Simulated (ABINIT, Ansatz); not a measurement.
# Quasiparticle gap of Rb2LiAlF6 (Fm-3m) in ABINIT, part 2 of 3

How does a plane-wave GW calculation on Rb2LiAlF6 (Fm-3m) run from the first input to the gap?

ABINIT 10.8.3; PBEsol and many-body steps on it, plane waves. Known limits of the many-body steps: not at the basis limit; no spin-orbit coupling; coarse k mesh.

So far. Step 2 (Ground state): The gap is direct, at Γ.

## (3) Bands along the symmetry lines

Level of this step: DFT, PBEsol, plane waves, norm-conserving pseudopotentials (ABINIT).

Levels along a band path, at the cheap level, show where the edges lie and whether the meshes to come will hold them.

run.abi reads:

```
acell 3*1.0 Angstrom
rprim 
  0.000000000000 4.113943000000 4.113943000000
  4.113943000000 0.000000000000 4.113943000000
  4.113943000000 4.113943000000 -0.000000000000
ntypat 4
znucl 37 3 13 9
natom 10
typat 1 1 2 3 4 4 4 4 4 4
xred 
  0.750000000000 0.750000000000 0.750000000000
  0.250000000000 0.250000000000 0.250000000000
  0.500000000000 0.500000000000 0.500000000000
  0.000000000000 0.000000000000 0.000000000000
  0.774175000000 0.225825000000 0.225825000000
  0.225825000000 0.225825000000 0.774175000000
  0.225825000000 0.774175000000 0.774175000000
  0.225825000000 0.774175000000 0.225825000000
  0.774175000000 0.225825000000 0.774175000000
  0.774175000000 0.774175000000 0.225825000000
pp_dirpath "pseudos"
pseudos "Rb.upf, Li.upf, Al.upf, F.upf"
ecut 36
iscf -2
irdden 1
kptopt 0
nkpt 26
kpt 
  0.00000000 0.00000000 0.00000000
  0.12500000 0.00000000 0.12500000
  0.25000000 0.00000000 0.25000000
  0.37500000 0.00000000 0.37500000
  0.50000000 0.00000000 0.50000000
  0.53125000 0.06250000 0.53125000
  0.56250000 0.12500000 0.56250000
  0.59375000 0.18750000 0.59375000
  0.62500000 0.25000000 0.62500000
  0.37500000 0.37500000 0.75000000
  0.28125000 0.28125000 0.56250000
  0.18750000 0.18750000 0.37500000
  0.09375000 0.09375000 0.18750000
  0.00000000 0.00000000 0.00000000
  0.12500000 0.12500000 0.12500000
  0.25000000 0.25000000 0.25000000
  0.37500000 0.37500000 0.37500000
  0.50000000 0.50000000 0.50000000
  0.50000000 0.43750000 0.56250000
  0.50000000 0.37500000 0.62500000
  0.50000000 0.31250000 0.68750000
  0.50000000 0.25000000 0.75000000
  0.50000000 0.18750000 0.68750000
  0.50000000 0.12500000 0.62500000
  0.50000000 0.06250000 0.56250000
  0.50000000 0.00000000 0.50000000
istwfk *1
nband 40
nbdbuf 2
tolwfr 1e-08
nstep 40
prtwf 0
prtvol 0
indata_prefix "in"
outdata_prefix "out"
tmpdata_prefix "tmp"
```

The run is started by

```sh
$ OMP_NUM_THREADS=1 mpirun -n 4 abinit run.abi > log
```

Numbers of over 12 decimals in the logs are rounded to 6 here.

Log:

```text
.Version 10.8.3 of ABINIT. v10.8.2 released Aug 2026.

 Symmetries : space group Fm -3 m (#225); Bravais cF (face-center cubic)
[... echo of the input left out ...]
== DATASET  1 ==================================================================
-   mpi_nproc: 4, omp_nthreads: 1 (-1 if OMP is not activated)

--- !DatasetInfo
iteration_state: {dtset: 1, }
dimensions: {natom: 10, nkpt: 26, mband: 40, nsppol: 1, nspinor: 1, nspden: 1, mpw: 9756, }
cutoff_energies: {ecut:  36.0, pawecutdg:  -1.0, }
electrons: {nelect:   6.60000000E+01, charge:   0.00000000E+00, occopt:   1.00000000E+00, tsmear:   1.00000000E-02, }

 Real(R)+Recip(G) space primitive vectors, cartesian coordinates (Bohr,Bohr^-1):
 R(1)=  0.0000000  7.7742256  7.7742256  G(1)= -0.0643151  0.0643151  0.0643151
 R(2)=  7.7742256  0.0000000  7.7742256  G(2)=  0.0643151 -0.0643151  0.0643151
 R(3)=  7.7742256  7.7742256  0.0000000  G(3)=  0.0643151  0.0643151 -0.0643151
 Unit cell volume ucvol=  9.3972636E+02 bohr^3
 Angles (23,13,12)=  6.00000000E+01  6.00000000E+01  6.00000000E+01 degrees

 getcut: wavevector=  0.0000  0.0000  0.0000  ngfft=  60  60  60
         ecut(hartree)=     36.000   => boxcut(ratio)=   2.02052

--- Pseudopotential description ------------------------------------------------
- Rb Generated using ONCVPSP code by D. R. Hamann
- 37.00000   9.00000  180301                  znucl, zion, pspdat
12 -116133 2 -1 2280                          pspcod,pspxc,lmax,lloc,mmax
     nproj     2     2     2
  pspatm : epsatm=   34.48401057
         --- l  ekb(1:nproj) -->
             0    8.196957   -0.477221
             1    3.231347   -0.378736
             2   -1.047201    0.996637
 pspatm: atomic psp has been read  and splines computed

- Li Generated using ONCVPSP code by D. R. Hamann
-  3.00000   3.00000  180301                  znucl, zion, pspdat
12 -116133 1 -1 1944                          pspcod,pspxc,lmax,lloc,mmax
     nproj     2     2     0
  pspatm : epsatm=    2.60875052
         --- l  ekb(1:nproj) -->
[...]
pspatm: atomic psp has been read  and splines computed

- Al Generated using ONCVPSP code by D. R. Hamann
- 13.00000   3.00000  180301                  znucl, zion, pspdat
12 -116133 2 -1 1876                          pspcod,pspxc,lmax,lloc,mmax
     nproj     2     2     2
  pspatm : epsatm=    0.68509285
         --- l  ekb(1:nproj) -->
[...]
pspatm: atomic psp has been read  and splines computed

- F Generated using ONCVPSP code by D. R. Hamann
-  9.00000   7.00000  180301                  znucl, zion, pspdat
12 -116133 2 -1 832                           pspcod,pspxc,lmax,lloc,mmax
     nproj     2     2     1
  pspatm : epsatm=    4.89824381
         --- l  ekb(1:nproj) -->
[...]
2   -2.394754
 pspatm: atomic psp has been read  and splines computed

[...]
-7.8640E-02 -6.7482E-02 -6.0297E-02 -6.0297E-02 -5.6428E-02 -5.6428E-02
 -4.9172E-02 -4.9172E-02 -3.6698E-02  3.1813E-01  3.3397E-01  3.4839E-01
[...]
--- !ResultsGS
iteration_state: {dtset: 1, }
comment   : Summary of ground state results
lattice_vectors:
- [  0.0000000,   7.7742256,   7.7742256, ]
- [  7.7742256,   0.0000000,   7.7742256, ]
- [  7.7742256,   7.7742256,  -0.0000000, ]
lattice_lengths: [  10.99442,   10.99442,   10.99442, ]
lattice_angles: [ 60.000,  60.000,  60.000, ] # degrees, (23, 13, 12)
lattice_volume:   9.3972636E+02
convergence: {deltae:  0.000E+00, res2:  0.000E+00, residm:  9.988E-09, diffor:  0.000E+00, }
etotal    :  -2.11574078E+02
entropy   :   0.00000000E+00
fermie    :  -3.60484813E-02
cartesian_stress_tensor: null
pressure_GPa: null
xred      :
- [  7.5000E-01,   7.5000E-01,   7.5000E-01, Rb]
- [  2.5000E-01,   2.5000E-01,   2.5000E-01, Rb]
- [  5.0000E-01,   5.0000E-01,   5.0000E-01, Li]
- [  0.0000E+00,   0.0000E+00,   0.0000E+00, Al]
- [  7.7417E-01,   2.2582E-01,   2.2582E-01,  F]
- [  2.2582E-01,   2.2582E-01,   7.7417E-01,  F]
- [  2.2582E-01,   7.7417E-01,   7.7417E-01,  F]
- [  2.2582E-01,   7.7417E-01,   2.2582E-01,  F]
- [  7.7417E-01,   2.2582E-01,   7.7417E-01,  F]
- [  7.7417E-01,   7.7417E-01,   2.2582E-01,  F]
cartesian_forces: null
force_length_stats: {min: null, max: null, mean: null, }

 Integrated electronic density in atomic spheres:
 ------------------------------------------------
 Atom  Sphere_radius  Integrated_density
[...]
================================================================================

 ----iterations are completed or convergence reached----

 Mean square residual over all n,k,spin=   56.175E-10; max=  99.875E-10
 reduced coordinates (array xred) for   10 atoms
[...]
0.774175000000      0.225825000000      0.774175000000
       0.774175000000      0.774175000000      0.225825000000

 cartesian coordinates (angstrom) at end:
[...]
9      4.113943     6.369824     4.113943
   10      4.113943     4.113943     6.369824
 length scales=  1.889726125908  1.889726125908  1.889726125908 bohr
              =  1.000000000000  1.000000000000  1.000000000000 angstroms
 prteigrs : about to open file out_EIG
 Eigenvalues (hartree) for nkpt=  26  k points:
 kpt#   1, nband= 40, wtk=  1.00000, kpt=  0.0000  0.0000  0.0000 (reduced coord)
[...]
kpt#   2, nband= 40, wtk=  1.00000, kpt=  0.1250  0.0000  0.1250 (reduced coord)
[...]
kpt#   3, nband= 40, wtk=  1.00000, kpt=  0.2500  0.0000  0.2500 (reduced coord)
[...]
kpt#  25, nband= 40, wtk=  1.00000, kpt=  0.5000  0.0625  0.5625 (reduced coord)
[...]
kpt#  26, nband= 40, wtk=  1.00000, kpt=  0.5000  0.0000  0.5000 (reduced coord)
[...]
-0.07864   -0.06748   -0.06030   -0.06030   -0.05643   -0.05643   -0.04917   -0.04917
  -0.03670    0.31813    0.33397    0.34839    0.35913    0.37762    0.38726    0.38726

== END DATASET(S) ==============================================================
================================================================================

 -outvars: echo values of variables after computation  --------
            nband          40
             nkpt          26
          spgroup         225
 [... the other variables as echoed above ...]

 Calculation completed.
```

Elapsed: 86 s, on 4 MPI ranks of Arm Neoverse V1, shared host; peak memory 0.49 GiB.

This step gave:

```
gap                        : 7.106 eV
k of the valence top       : 0, 0, 0
k of the conduction bottom : 0, 0, 0
least direct gap           : 7.106 eV
```

The gap is 7.106 eV, as in the run before at this level.

Electronic bands along the path, in eV, zero at the top of the highest filled band:

| point | band 30 | band 31 | band 32 | band 33 | band 34 | band 35 | band 36 | band 37 |
| --- | --- | --- | --- | --- | --- | --- | --- | --- |
| Γ | -0.33 | 0.00 | 0.00 | 0.00 | 7.11 | 9.73 | 9.73 | 9.73 |
| halfway | -0.44 | -0.17 | -0.17 | -0.01 | 8.05 | 9.98 | 10.22 | 10.44 |
| X | -0.55 | -0.36 | -0.36 | -0.02 | 9.64 | 10.07 | 10.46 | 10.75 |
| halfway | -0.54 | -0.35 | -0.34 | -0.04 | 9.73 | 10.09 | 10.42 | 10.84 |
| U | -0.51 | -0.32 | -0.29 | -0.08 | 9.98 | 10.03 | 10.17 | 10.92 |
| jump to K | -0.51 | -0.32 | -0.29 | -0.08 | 9.98 | 10.03 | 10.17 | 10.92 |
| halfway | -0.38 | -0.13 | -0.13 | -0.08 | 8.14 | 9.99 | 10.33 | 10.37 |
| Γ | -0.33 | 0.00 | 0.00 | 0.00 | 7.11 | 9.73 | 9.73 | 9.73 |
| halfway | -0.37 | -0.09 | -0.09 | -0.06 | 7.82 | 9.85 | 10.14 | 10.14 |
| L | -0.41 | -0.17 | -0.17 | -0.14 | 9.09 | 9.37 | 10.74 | 10.74 |
| halfway | -0.47 | -0.27 | -0.17 | -0.16 | 9.48 | 9.66 | 10.61 | 11.00 |
| W | -0.54 | -0.37 | -0.17 | -0.17 | 10.18 | 10.29 | 10.29 | 10.38 |
| halfway | -0.55 | -0.37 | -0.29 | -0.06 | 9.82 | 10.12 | 10.43 | 10.86 |
| X | -0.55 | -0.36 | -0.36 | -0.02 | 9.64 | 10.07 | 10.46 | 10.75 |

## (4) Empty states on the mesh, 2×2×2 mesh, 283 bands

The sums over transitions need many empty states on a uniform mesh; this step solves for them.

run.abi reads:

```
acell 3*1.0 Angstrom
rprim 
  0.000000000000 4.113943000000 4.113943000000
  4.113943000000 0.000000000000 4.113943000000
  4.113943000000 4.113943000000 -0.000000000000
ntypat 4
znucl 37 3 13 9
natom 10
typat 1 1 2 3 4 4 4 4 4 4
xred 
  0.750000000000 0.750000000000 0.750000000000
  0.250000000000 0.250000000000 0.250000000000
  0.500000000000 0.500000000000 0.500000000000
  0.000000000000 0.000000000000 0.000000000000
  0.774175000000 0.225825000000 0.225825000000
  0.225825000000 0.225825000000 0.774175000000
  0.225825000000 0.774175000000 0.774175000000
  0.225825000000 0.774175000000 0.225825000000
  0.774175000000 0.225825000000 0.774175000000
  0.774175000000 0.774175000000 0.225825000000
pp_dirpath "pseudos"
pseudos "Rb.upf, Li.upf, Al.upf, F.upf"
ecut 36
ngkpt 2 2 2
nshiftk 1
shiftk 0 0 0
kptopt 1
chksymbreak 0
iscf -2
irdden 1
istwfk *1
nband 283
nbdbuf 24
tolwfr 1e-09
nstep 60
prtvol 0
indata_prefix "in"
outdata_prefix "out"
tmpdata_prefix "tmp"
```

Log:

```text
.Version 10.8.3 of ABINIT. v10.8.2 released Aug 2026.

 Symmetries : space group Fm -3 m (#225); Bravais cF (face-center cubic)
[... echo of the input left out ...]
== DATASET  1 ==================================================================
-   mpi_nproc: 4, omp_nthreads: 1 (-1 if OMP is not activated)
-    --> not optimal distribution: autoparal keyword recommended in input file <--

--- !DatasetInfo
iteration_state: {dtset: 1, }
dimensions: {natom: 10, nkpt: 3, mband: 283, nsppol: 1, nspinor: 1, nspden: 1, mpw: 9756, }
cutoff_energies: {ecut:  36.0, pawecutdg:  -1.0, }
electrons: {nelect:   6.60000000E+01, charge:   0.00000000E+00, occopt:   1.00000000E+00, tsmear:   1.00000000E-02, }

 Real(R)+Recip(G) space primitive vectors, cartesian coordinates (Bohr,Bohr^-1):
 R(1)=  0.0000000  7.7742256  7.7742256  G(1)= -0.0643151  0.0643151  0.0643151
 R(2)=  7.7742256  0.0000000  7.7742256  G(2)=  0.0643151 -0.0643151  0.0643151
 R(3)=  7.7742256  7.7742256  0.0000000  G(3)=  0.0643151  0.0643151 -0.0643151
 Unit cell volume ucvol=  9.3972636E+02 bohr^3
 Angles (23,13,12)=  6.00000000E+01  6.00000000E+01  6.00000000E+01 degrees

 getcut: wavevector=  0.0000  0.0000  0.0000  ngfft=  60  60  60
         ecut(hartree)=     36.000   => boxcut(ratio)=   2.02052

--- Pseudopotential description ------------------------------------------------
- Rb Generated using ONCVPSP code by D. R. Hamann
- 37.00000   9.00000  180301                  znucl, zion, pspdat
12 -116133 2 -1 2280                          pspcod,pspxc,lmax,lloc,mmax
     nproj     2     2     2
  pspatm : epsatm=   34.48401057
         --- l  ekb(1:nproj) -->
             0    8.196957   -0.477221
             1    3.231347   -0.378736
             2   -1.047201    0.996637
 pspatm: atomic psp has been read  and splines computed

- Li Generated using ONCVPSP code by D. R. Hamann
-  3.00000   3.00000  180301                  znucl, zion, pspdat
12 -116133 1 -1 1944                          pspcod,pspxc,lmax,lloc,mmax
     nproj     2     2     0
  pspatm : epsatm=    2.60875052
         --- l  ekb(1:nproj) -->
[...]
pspatm: atomic psp has been read  and splines computed

- Al Generated using ONCVPSP code by D. R. Hamann
- 13.00000   3.00000  180301                  znucl, zion, pspdat
12 -116133 2 -1 1876                          pspcod,pspxc,lmax,lloc,mmax
     nproj     2     2     2
  pspatm : epsatm=    0.68509285
         --- l  ekb(1:nproj) -->
[...]
pspatm: atomic psp has been read  and splines computed

- F Generated using ONCVPSP code by D. R. Hamann
-  9.00000   7.00000  180301                  znucl, zion, pspdat
12 -116133 2 -1 832                           pspcod,pspxc,lmax,lloc,mmax
     nproj     2     2     1
  pspatm : epsatm=    4.89824381
         --- l  ekb(1:nproj) -->
[...]
2   -2.394754
[...]
-1.5701E+00 -8.4891E-01 -8.4225E-01 -7.7361E-01 -7.5596E-01 -7.5596E-01
 -7.5596E-01 -7.4626E-01 -7.4626E-01 -2.7875E-01 -2.7875E-01 -2.7875E-01
 -2.6518E-01 -2.6518E-01 -2.6518E-01 -1.9495E-01 -1.3157E-01 -1.3157E-01
[...]
2.9078E+00  2.9337E+00  2.9337E+00  2.9337E+00  2.9625E+00  2.9627E+00
  2.9933E+00  2.9979E+00  2.9991E+00  3.0022E+00  3.0368E+00  3.0403E+00
  3.0425E+00
 prteigrs : prtvol=0 or 1, do not print more k-points.

--- !ResultsGS
iteration_state: {dtset: 1, }
comment   : Summary of ground state results
lattice_vectors:
- [  0.0000000,   7.7742256,   7.7742256, ]
- [  7.7742256,   0.0000000,   7.7742256, ]
- [  7.7742256,   7.7742256,  -0.0000000, ]
lattice_lengths: [  10.99442,   10.99442,   10.99442, ]
lattice_angles: [ 60.000,  60.000,  60.000, ] # degrees, (23, 13, 12)
lattice_volume:   9.3972636E+02
convergence: {deltae:  0.000E+00, res2:  0.000E+00, residm:  9.911E-10, diffor:  0.000E+00, }
etotal    :  -2.11574078E+02
entropy   :   0.00000000E+00
fermie    :  -3.60484813E-02
cartesian_stress_tensor: null
pressure_GPa: null
xred      :
- [  7.5000E-01,   7.5000E-01,   7.5000E-01, Rb]
- [  2.5000E-01,   2.5000E-01,   2.5000E-01, Rb]
- [  5.0000E-01,   5.0000E-01,   5.0000E-01, Li]
- [  0.0000E+00,   0.0000E+00,   0.0000E+00, Al]
- [  7.7417E-01,   2.2582E-01,   2.2582E-01,  F]
- [  2.2582E-01,   2.2582E-01,   7.7417E-01,  F]
- [  2.2582E-01,   7.7417E-01,   7.7417E-01,  F]
- [  2.2582E-01,   7.7417E-01,   2.2582E-01,  F]
- [  7.7417E-01,   2.2582E-01,   7.7417E-01,  F]
- [  7.7417E-01,   7.7417E-01,   2.2582E-01,  F]
cartesian_forces: null
force_length_stats: {min: null, max: null, mean: null, }

 Integrated electronic density in atomic spheres:
 ------------------------------------------------
 Atom  Sphere_radius  Integrated_density
[...]
================================================================================

 ----iterations are completed or convergence reached----

 Mean square residual over all n,k,spin=   47.105E-11; max=  99.107E-11
 reduced coordinates (array xred) for   10 atoms
[...]
0.774175000000      0.774175000000      0.225825000000

 cartesian coordinates (angstrom) at end:
    1      6.170915     6.170915     6.170915
    2      2.056971     2.056971     2.056971
    3      4.113943     4.113943     4.113943
[...]
9      4.113943     6.369824     4.113943
   10      4.113943     4.113943     6.369824
 length scales=  1.889726125908  1.889726125908  1.889726125908 bohr
              =  1.000000000000  1.000000000000  1.000000000000 angstroms
 prteigrs : about to open file out_EIG
 Eigenvalues (hartree) for nkpt=   3  k points:
 kpt#   1, nband=283, wtk=  0.12500, kpt=  0.0000  0.0000  0.0000 (reduced coord)
[...]
2.82779    2.82779    2.82779    2.83981    2.90779    2.90779    2.90780    2.93367
   2.93367    2.93369    2.96251    2.96266    2.99327    2.99793    2.99910    3.00223
   3.03684    3.04035    3.04255
 prteigrs : prtvol=0 or 1, do not print more k-points.

== END DATASET(S) ==============================================================
================================================================================

 -outvars: echo values of variables after computation  --------
            nband         283
             nkpt           3
          spgroup         225
 [... the other variables as echoed above ...]

 Calculation completed.
```

It took 3.2 min on 4 MPI ranks; peak memory 0.49 GiB.

This step gave:

| Item | Value |
| --- | --- |
| gap | 7.106 eV |
| k of the valence top | 0, 0, 0 |
| k of the conduction bottom | 0, 0, 0 |
| least direct gap | 7.106 eV |
| k points computed | 3 |
| lowest point of the top converged band, above the valence top | 76.0221 eV |

On this mesh the gap is 7.106 eV.

## (5) Screening, 2×2×2 mesh, 259 bands, screening to 176.9 eV

The RPA dielectric matrix is built and inverted for each q.

This step: RPA screening on PBEsol, plane waves, norm-conserving pseudopotentials.

Changes to run.abi since step 4:

```diff
@@ -28,10 +28,11 @@
 chksymbreak 0
-iscf -2
-irdden 1
 istwfk *1
-nband 283
-nbdbuf 24
-tolwfr 1e-09
-nstep 60
-prtvol 0
+occopt 1
+irdwfk 1
+optdriver 3
+nband 259
+ecuteps 6.5
+inclvkb 2
+awtr 1
+symchi 1
 indata_prefix "in"
```

Log:

```text
.Version 10.8.3 of ABINIT. v10.8.2 released Aug 2026.

 Symmetries : space group Fm -3 m (#225); Bravais cF (face-center cubic)
[... echo of the input left out ...]
== DATASET  1 ==================================================================
-   mpi_nproc: 4, omp_nthreads: 1 (-1 if OMP is not activated)

--- !DatasetInfo
iteration_state: {dtset: 1, }
dimensions: {natom: 10, nkpt: 3, mband: 259, nsppol: 1, nspinor: 1, nspden: 1, mpw: 9756, }
cutoff_energies: {ecut:  36.0, pawecutdg:  -1.0, }
electrons: {nelect:   6.60000000E+01, charge:   0.00000000E+00, occopt:   1.00000000E+00, tsmear:   1.00000000E-02, }

 SCREENING: Calculation of the susceptibility and dielectric matrices

 Based on a program developped by R.W. Godby, V. Olevano, G. Onida, and L. Reining.
 Incorporated in ABINIT by V. Olevano, G.-M. Rignanese, and M. Torrent.
.Using double precision arithmetic ; gwpc =  8

[... cell and pseudopotentials left out ...]
--------------------------------------------------------------------------------

 ==== K-mesh for the wavefunctions ====
 Number of points in the irreducible wedge :     3
[... list of points left out ...]
 Together with 48 symmetry operations and time-reversal symmetry
 yields     8 points in the full Brillouin Zone.

 ==== Q-mesh for the screening function ====
 Number of points in the irreducible wedge :     3
[... list of points left out ...]
 Together with 48 symmetry operations and time-reversal symmetry
 yields     8 points in the full Brillouin Zone.

 setmesh: FFT mesh size selected  =    45x   45x   45
          total number of points  =        91125

 vcoul_init : cutoff-mode = AUXILIARY_FUNCTION
 q-points for optical limit:   1
     1)      0.000010    0.000020    0.000030

- screening: taking advantage of time-reversal symmetry
- Maximum band index for partially occupied states nbvw = 33
- Remaining bands to be divided among processors   nbcw = 226
- Number of bands treated by each node ~56

 Number of electrons calculated from density =   66.0000; Expected =   66.0000
 average of density, n =  0.070233
 r_s =    1.5036
 omega_plasma =   25.5639 [eV]

 calculating chi0 at frequencies [eV] :
  1    0.000000E+00    0.000000E+00
  2    0.000000E+00    2.556389E+01

--------------------------------------------------------------------------------
  q-point number  1        q = ( 0.000000, 0.000000, 0.000000) [r.l.u.]
--------------------------------------------------------------------------------
[... chi0 elements left out ...]
 For q-point:  0.000010 0.000020 0.000030
  dielectric constant =   2.0895
  dielectric constant without local fields =   2.2900

  Average fulfillment of the sum rule on Im[epsilon] for q-point    1 :     63.71  [%]
[... wings left out ...]
  q-point number  2        q = ( 0.500000, 0.000000, 0.000000) [r.l.u.]
--------------------------------------------------------------------------------
[... chi0 elements left out ...]
  Average fulfillment of the sum rule on Im[epsilon] for q-point    2 :     67.79  [%]

 [... 1 further q-points ...]
```

Elapsed: 1.9 min, on 4 MPI ranks; peak memory 2.5 GiB.

Numbers from this step:

- ε∞ with local fields, on this mesh, along the program's q direction: 2.090
- the same without local fields: 2.29
- plasma frequency: 25.56 eV
- plane waves in the screening matrix: 725

Local fields lower ε∞ by 9 %. On a Γ-centred mesh this coarse the value itself is usually too large, while a short band sum pulls it down.

(Part 2 of 3 ends here.)

[Paths, hosts, dates, memory and timing lines, banners, echoed tables and standing remarks are left out of the program output.]

[Logs are printed without paths, hosts, clocks, repeated set-up lines and the standing remarks that a program may print on its own settings, such as how far it seeks lower states.]

[Runs of the session that timed out or met a known fault of the program may be left out.]

[Hosts, paths, dates, database ids (printed as entryN), source tags and the programs' standing remarks are cut or masked in the printed files.]

[G0W0 gaps are taken among the corrected bands and points alone; a level outside them can change the order at an edge.]

[Where Ansatz stands beside ABINIT at settings called matched, ABINIT's density can come from a denser mesh and the files from another edition; pairs whose starting gaps differed by over 0.03 eV were left out, so agreement reads better than it is.]
